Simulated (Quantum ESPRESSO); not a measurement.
## Nb (Im-3m): from the cell to the phonon bands

How does Nb (Im-3m) vibrate, and is this structure a minimum?

Method: DFT LDA, scalar-relativistic, plane waves, PseudoDojo norm-conserving pseudopotentials, in Quantum ESPRESSO 7.5.

The database entry behind the starting cell differs from later determinations by our own check (about 0.8 % long, hydrogen-cycled sample), so it need not match the best structure at ambient conditions.

## (1) Starting point

It takes space group Im-3m (No. 229, cubic). The conventional cell has a = 3.328 Å, b = 3.328 Å, c = 3.328 Å, α = 90.00°, β = 90.00°, γ = 90.00°. Nearest to Nb lie 8 Nb at 2.88 Å.

Structure file:

```cif
data_structure
_symmetry_space_group_name_H-M 'P 1'
_symmetry_Int_Tables_number 1
_cell_length_a 2.8820
_cell_length_b 2.8820
_cell_length_c 2.8820
_cell_angle_alpha 109.471
_cell_angle_beta 109.471
_cell_angle_gamma 109.471
_cell_volume 18.43
loop_
_atom_site_label
_atom_site_type_symbol
_atom_site_fract_x
_atom_site_fract_y
_atom_site_fract_z
_atom_site_occupancy
Nb1 Nb 0.00000 0.00000 0.00000 1
```

## (2) A first look

Before anything dear is run, a loose run with smearing shows whether this is a metal and how far the cell is from rest.

The input, probe.in:

```
&CONTROL
  calculation = 'scf'
  prefix      = 'x'
  outdir      = './tmp'
  pseudo_dir  = './pseudo'
  tprnfor     = .true.
  tstress     = .true.
  verbosity   = 'high'
/
&SYSTEM
  ibrav       = 0
  nat         = 1
  ntyp        = 1
  ecutwfc     = 82.0
  occupations = 'smearing'
  smearing    = 'gaussian'
  degauss     = 0.01
/
&ELECTRONS
  conv_thr         = 1.0d-07
  mixing_beta      = 0.7
  electron_maxstep = 100
/
ATOMIC_SPECIES
 Nb     92.9064  Nb.upf
CELL_PARAMETERS angstrom
    -1.663950000    1.663950000    1.663950000
     1.663950000   -1.663950000    1.663950000
     1.663950000    1.663950000   -1.663950000
ATOMIC_POSITIONS crystal
 Nb     0.000000000   0.000000000   0.000000000
K_POINTS automatic
 8 8 8 0 0 0
```

Launch:

```
$ OMP_NUM_THREADS=1 mpirun -n 4 pw.x -nk 4 -in probe.in > probe.out
```

The log of the run:

```text
[banners, grids, parts of the stress and lines that vanish by symmetry left out]
Program PWSCF v.7.5
     Message from routine setup:
     using ibrav=0 with symmetry is DISCOURAGED, use correct ibrav instead
[...]
kinetic-energy cutoff     =      82.0000  Ry
     charge density cutoff     =     328.0000  Ry
     scf convergence threshold =      1.0E-07
[...]
Exchange-correlation= SLA  PW   NOGX NOGC
                           (   1   4   0   0   0   0   0)
[...]
48 Sym. Ops., with inversion, found
[...]
(     0          1          0      )
                  (     0          0          1      )
[...]
(  0.0000000  1.0000000 -0.0000000 )
                  ( -0.0000000 -0.0000000  1.0000000 )
[...]
(     1          0          0      )
                  (    -1         -1         -1      )
[...]
(  1.0000000 -0.0000000  0.0000000 )
                  ( -0.0000000 -1.0000000 -0.0000000 )
[...]
(    -1          0          0      )
                  (     0          0         -1      )
[...]
( -1.0000000 -0.0000000  0.0000000 )
                  (  0.0000000  1.0000000 -0.0000000 )
[...]
number of k points=    29  Gaussian smearing, width (Ry)=  0.0100
[...]
End of self-consistent calculation
[...]
the Fermi energy is    17.1198 ev
!    total energy              =    -124.69065784 Ry
[...]
convergence has been achieved in   6 iterations
[...]
atom    1 type  1   force =     0.00000000    0.00000000    0.00000000
[...]
Total force =     0.000000     Total SCF correction =     0.000000
[...]
total   stress  (Ry/bohr**3)                   (kbar)     P=     -116.58
[...]
XML data file, charge density, pseudopotentials, collected wavefunctions

   JOB DONE.
```

Elapsed: 1.8 s, on 4 MPI ranks of Arm Neoverse V1, shared host; 7 s of CPU time.

Read from the output:

| Property | Result |
| --- | --- |
| volume per atom | 18.43 Å³ |
| pressure | -11.66 GPa |
| gap on the k-mesh | 0 eV |

No gap opens on this mesh, so smearing is kept; the start stands at -12 GPa.

## (3) Relaxing the cell and atoms

The relaxation runs at a cutoff a fifth above that of the response, since stress converges more slowly with the basis than frequencies do. Forces and stress are brought to rest with tight thresholds.

The input, relax.in:

```
&CONTROL
  calculation   = 'vc-relax'
  prefix        = 'x'
  outdir        = './tmp'
  pseudo_dir    = './pseudo'
  tprnfor       = .true.
  tstress       = .true.
  forc_conv_thr = 2.0d-05
  etot_conv_thr = 1.0d-07
  nstep         = 40
/
&SYSTEM
  ibrav       = 0
  nat         = 1
  ntyp        = 1
  ecutwfc     = 98
  occupations = 'smearing'
  smearing    = 'mv'
  degauss     = 0.02
/
&ELECTRONS
  conv_thr         = 1.0d-11
  mixing_beta      = 0.7
  electron_maxstep = 100
/
&IONS
/
&CELL
  press_conv_thr = 0.2
/
ATOMIC_SPECIES
 Nb     92.9064  Nb.upf
CELL_PARAMETERS angstrom
    -1.663950000    1.663950000    1.663950000
     1.663950000   -1.663950000    1.663950000
     1.663950000    1.663950000   -1.663950000
ATOMIC_POSITIONS crystal
 Nb     0.000000000   0.000000000   0.000000000
K_POINTS automatic
 16 16 16 0 0 0
```

Launch:

```
$ OMP_NUM_THREADS=1 mpirun -n 4 pw.x -nk 4 -in relax.in > relax.out
```

The log of the run:

```text
[banners, grids, parts of the stress and lines that vanish by symmetry left out]
[banner, memory and clock lines left out]
Program PWSCF v.7.5

[...]
kinetic-energy cutoff     =      98.0000  Ry
     charge density cutoff     =     392.0000  Ry
     scf convergence threshold =      1.0E-11
[...]
energy convergence thresh.=      1.0E-07
     force convergence thresh. =      2.0E-05
     press convergence thresh. =      2.0E-01
     Exchange-correlation= SLA  PW   NOGX NOGC
                           (   1   4   0   0   0   0   0)
[...]
48 Sym. Ops., with inversion, found
[...]
number of k points=   145  Marzari-Vanderbilt smearing, width (Ry)=  0.0200
[...]
End of self-consistent calculation
[...]
the Fermi energy is    17.2443 ev
!    total energy              =    -124.68811903 Ry
[...]
convergence has been achieved in   8 iterations
[...]
atom    1 type  1   force =     0.00000000    0.00000000    0.00000000
     Total force =     0.000000     Total SCF correction =     0.000000
[...]
total   stress  (Ry/bohr**3)                   (kbar)     P=     -121.45
[...]
number of bfgs steps    =   0
[...]
CELL_PARAMETERS (angstrom)
[...]
ATOMIC_POSITIONS (crystal)
Nb               0.0000000000        0.0000000000        0.0000000000
[...]
New effective cutoffs (rho, wfc):  407.97  102.17
[...]
End of self-consistent calculation
[...]
the Fermi energy is    18.5467 ev
!    total energy              =    -124.69183079 Ry
[...]
convergence has been achieved in   7 iterations
[...]
atom    1 type  1   force =     0.00000000    0.00000000    0.00000000
     Total force =     0.000000     Total SCF correction =     0.000000
[...]
total   stress  (Ry/bohr**3)                   (kbar)     P=      -17.84
[...]
number of bfgs steps    =   1
[...]
CELL_PARAMETERS (angstrom)
[...]
ATOMIC_POSITIONS (crystal)
Nb               0.0000000000        0.0000000000        0.0000000000
[...]
New effective cutoffs (rho, wfc):  410.80  102.88
[...]
End of self-consistent calculation
[...]
the Fermi energy is    18.7702 ev
!    total energy              =    -124.69189652 Ry
[...]
convergence has been achieved in   8 iterations
[...]
atom    1 type  1   force =     0.00000000    0.00000000    0.00000000
     Total force =     0.000000     Total SCF correction =     0.000000
[...]
total   stress  (Ry/bohr**3)                   (kbar)     P=        1.99
[...]
number of bfgs steps    =   2
[...]
CELL_PARAMETERS (angstrom)
[...]
ATOMIC_POSITIONS (crystal)
Nb               0.0000000000        0.0000000000        0.0000000000
[...]
New effective cutoffs (rho, wfc):  410.52  102.81
[...]
End of self-consistent calculation
[...]
the Fermi energy is    18.7478 ev
!    total energy              =    -124.69189732 Ry
[...]
convergence has been achieved in   6 iterations
[...]
atom    1 type  1   force =     0.00000000    0.00000000    0.00000000
     Total force =     0.000000     Total SCF correction =     0.000000
[...]
total   stress  (Ry/bohr**3)                   (kbar)     P=       -0.03
[...]
number of bfgs steps    =   3
[...]
small trust_radius: resetting bfgs history
[...]
CELL_PARAMETERS (angstrom)
[...]
ATOMIC_POSITIONS (crystal)
Nb               0.0000000000        0.0000000000        0.0000000000
[...]
New effective cutoffs (rho, wfc):  410.52  102.81
[...]
End of self-consistent calculation
[...]
the Fermi energy is    18.7481 ev
!    total energy              =    -124.69189732 Ry
[...]
convergence has been achieved in   3 iterations
[...]
atom    1 type  1   force =     0.00000000    0.00000000    0.00000000
     Total force =     0.000000     Total SCF correction =     0.000000
[...]
total   stress  (Ry/bohr**3)                   (kbar)     P=       -0.00
[...]
bfgs converged in   5 scf cycles and   4 bfgs steps
[...]
End of BFGS Geometry Optimization
     Final enthalpy           =    -124.6918973182 Ry
     File ./tmp/x.bfgs deleted, as requested
[...]
CELL_PARAMETERS (angstrom)
[...]
ATOMIC_POSITIONS (crystal)
Nb               0.0000000000        0.0000000000        0.0000000000
[...]
Final scf calculation at the relaxed structure.
[...]
kinetic-energy cutoff     =      98.0000  Ry
     charge density cutoff     =     392.0000  Ry
     scf convergence threshold =      1.0E-13
[...]
press convergence thresh. =      2.0E-01
     Exchange-correlation= SLA  PW   NOGX NOGC
                           (   1   4   0   0   0   0   0)
[...]
48 Sym. Ops., with inversion, found
[...]
number of k points=   145  Marzari-Vanderbilt smearing, width (Ry)=  0.0200
[...]
c_bands:  1 eigenvalues not converged
[...]
End of self-consistent calculation
[...]
the Fermi energy is    18.7481 ev
!    total energy              =    -124.69188693 Ry
[...]
convergence has been achieved in   9 iterations
[...]
atom    1 type  1   force =     0.00000000    0.00000000    0.00000000
     Total force =     0.000000     Total SCF correction =     0.000000
[...]
total   stress  (Ry/bohr**3)                   (kbar)     P=        0.01
[...]
XML data file, charge density, pseudopotentials, collected wavefunctions
```

Wall time 63 s (4 MPI ranks).

Relaxation path:

| step | energy less that of the first step (eV) | largest force (eV/Å) | pressure (GPa) | volume (Å³) |
| --- | --- | --- | --- | --- |
| 1 | 0.0000 | 0.0000 | -12.14 | 18.43 |
| 2 | -0.0505 | 0.0000 | -1.78 | 17.31 |
| 3 | -0.0514 | 0.0000 | 0.20 | 17.13 |
| 4 | -0.0514 | 0.0000 | 0.00 | 17.15 |
| 5 | -0.0514 | 0.0000 | 0.00 | 17.15 |
| 6 | -0.0513 | 0.0000 | 0.00 | 17.15 |

| conventional cell, symmetrised | before | after | change |
| --- | --- | --- | --- |
| a (Å) | 3.328 | 3.249 | -2.4 % |
| b (Å) | 3.328 | 3.249 | -2.4 % |
| c (Å) | 3.328 | 3.249 | -2.4 % |
| volume (Å³/atom) | 18.43 | 17.15 | -6.9 % |

The relaxed structure:

```cif
data_structure
_symmetry_space_group_name_H-M 'P 1'
_symmetry_Int_Tables_number 1
_cell_length_a 2.8138
_cell_length_b 2.8138
_cell_length_c 2.8138
_cell_angle_alpha 109.471
_cell_angle_beta 109.471
_cell_angle_gamma 109.471
_cell_volume 17.15
loop_
_atom_site_label
_atom_site_type_symbol
_atom_site_fract_x
_atom_site_fract_y
_atom_site_fract_z
_atom_site_occupancy
Nb1 Nb 0.00000 0.00000 0.00000 1
```

The last row of the table of steps is pw.x's closing run on a basis chosen anew for the final cell, so its energy can jump.

Read from the output:

```yaml
volume_per_atom: 17.15 Å³
pressure: 0.001 GPa
```

The volume changes by -6.9 % from the cell with which this run began.

## (4) Self-consistent run for the response

The response is built on this ground state, so it is converged far tighter than an energy would need. Smearing stays on, as the first look found no gap above 0.3 eV.

The input, scf.in:

```
&CONTROL
  calculation = 'scf'
  prefix      = 'x'
  outdir      = './tmp'
  pseudo_dir  = './pseudo'
  tprnfor     = .true.
  tstress     = .true.
/
&SYSTEM
  ibrav       = 0
  nat         = 1
  ntyp        = 1
  ecutwfc     = 82.0
  occupations = 'smearing'
  smearing    = 'mv'
  degauss     = 0.02
/
&ELECTRONS
  conv_thr         = 1.0d-12
  mixing_beta      = 0.7
  electron_maxstep = 100
/
ATOMIC_SPECIES
 Nb     92.9064  Nb.upf
CELL_PARAMETERS angstrom
    -1.624527558    1.624527558    1.624527558
     1.624527558   -1.624527558    1.624527558
     1.624527558    1.624527558   -1.624527558
ATOMIC_POSITIONS crystal
 Nb     0.000000000   0.000000000   0.000000000
K_POINTS automatic
 16 16 16 0 0 0
```

Launch:

```
$ OMP_NUM_THREADS=1 mpirun -n 4 pw.x -nk 4 -in scf.in > scf.out
```

The log of the run:

```text
[banners, grids, parts of the stress and lines that vanish by symmetry left out]
[banner, memory and clock lines left out]
Program PWSCF v.7.5

[...]
kinetic-energy cutoff     =      82.0000  Ry
     charge density cutoff     =     328.0000  Ry
     scf convergence threshold =      1.0E-12
[...]
Exchange-correlation= SLA  PW   NOGX NOGC
                           (   1   4   0   0   0   0   0)
[...]
48 Sym. Ops., with inversion, found
[...]
number of k points=   145  Marzari-Vanderbilt smearing, width (Ry)=  0.0200
[...]
End of self-consistent calculation
[...]
the Fermi energy is    18.7481 ev
!    total energy              =    -124.69186070 Ry
[...]
convergence has been achieved in   9 iterations
[...]
atom    1 type  1   force =     0.00000000    0.00000000    0.00000000
     Total force =     0.000000     Total SCF correction =     0.000000
[...]
total   stress  (Ry/bohr**3)                   (kbar)     P=       -0.38
[...]
XML data file, charge density, pseudopotentials, collected wavefunctions
```

It took 7.3 s on 4 MPI ranks.

This step gave:

- pressure: -0.038 GPa

The cell stands at -0.038 GPa, close enough for phonons.

## (5) Levels on a dense mesh

The coupling is a sum over pairs of states at the Fermi level and needs a much denser mesh than the density does.

scf_fit.in, as its differences from scf.in of step 4:

```diff
@@ -16,5 +16,6 @@
   degauss     = 0.02
+  la2F        = .true.
 /
 &ELECTRONS
-  conv_thr         = 1.0d-12
+  conv_thr         = 1.0d-10
   mixing_beta      = 0.7
@@ -31,2 +32,2 @@
 K_POINTS automatic
- 16 16 16 0 0 0
+ 32 32 32 0 0 0
```

Launch:

```
$ OMP_NUM_THREADS=1 mpirun -n 4 pw.x -nk 4 -in scf_fit.in > scf_fit.out
```

The log of the run:

```text
[banners, grids, parts of the stress and lines that vanish by symmetry left out]
[banner, memory and clock lines left out]
Program PWSCF v.7.5

[...]
kinetic-energy cutoff     =      82.0000  Ry
     charge density cutoff     =     328.0000  Ry
     scf convergence threshold =      1.0E-10
[...]
Exchange-correlation= SLA  PW   NOGX NOGC
                           (   1   4   0   0   0   0   0)
[...]
48 Sym. Ops., with inversion, found
[...]
number of k points=   897  Marzari-Vanderbilt smearing, width (Ry)=  0.0200
[...]
End of self-consistent calculation
[...]
the Fermi energy is    18.7614 ev
!    total energy              =    -124.69180531 Ry
[...]
convergence has been achieved in   7 iterations
[...]
atom    1 type  1   force =     0.00000000    0.00000000    0.00000000
     Total force =     0.000000     Total SCF correction =     0.000000
[...]
total   stress  (Ry/bohr**3)                   (kbar)     P=       -1.25
[...]
XML data file, charge density, pseudopotentials, collected wavefunctions
```

Run time: 34 s. Hardware: 4 MPI ranks; 2.3 min of CPU time.

Numbers from this step:

```
pressure : -0.125 GPa
```

## (6) Ground state

The run on the dense mesh left its levels for the electron-phonon sums; ph.x needs the ground state on the coarse mesh, so pw.x runs once more in the same folder.

scf.in is that of step 4.

Launch:

```
$ OMP_NUM_THREADS=1 mpirun -n 4 pw.x -nk 4 -in scf.in > scf.out
```

The log of the run:

```text
[banners, grids, parts of the stress and lines that vanish by symmetry left out]
[banner, memory and clock lines left out]
Program PWSCF v.7.5

[...]
kinetic-energy cutoff     =      82.0000  Ry
     charge density cutoff     =     328.0000  Ry
     scf convergence threshold =      1.0E-12
[...]
Exchange-correlation= SLA  PW   NOGX NOGC
                           (   1   4   0   0   0   0   0)
[...]
48 Sym. Ops., with inversion, found
[...]
number of k points=   145  Marzari-Vanderbilt smearing, width (Ry)=  0.0200
[...]
End of self-consistent calculation
[...]
the Fermi energy is    18.7481 ev
!    total energy              =    -124.69186070 Ry
[...]
convergence has been achieved in   9 iterations
[...]
atom    1 type  1   force =     0.00000000    0.00000000    0.00000000
     Total force =     0.000000     Total SCF correction =     0.000000
[...]
total   stress  (Ry/bohr**3)                   (kbar)     P=       -0.38
[...]
XML data file, charge density, pseudopotentials, collected wavefunctions
```

It took 7.3 s on 4 MPI ranks.

This step gave:

| Property | Result |
| --- | --- |
| pressure | -0.038 GPa |

(Continued in part 2 of 3.)

[Host names and launcher messages were left out of these logs when they were recorded.]

[Logs are printed without paths, hosts, clocks, repeated set-up lines and the standing remarks that a program may print on its own settings, such as how far it seeks lower states.]

[Hosts, paths, dates, database ids (printed as entryN), source tags and the programs' standing remarks are cut or masked in the printed files.]
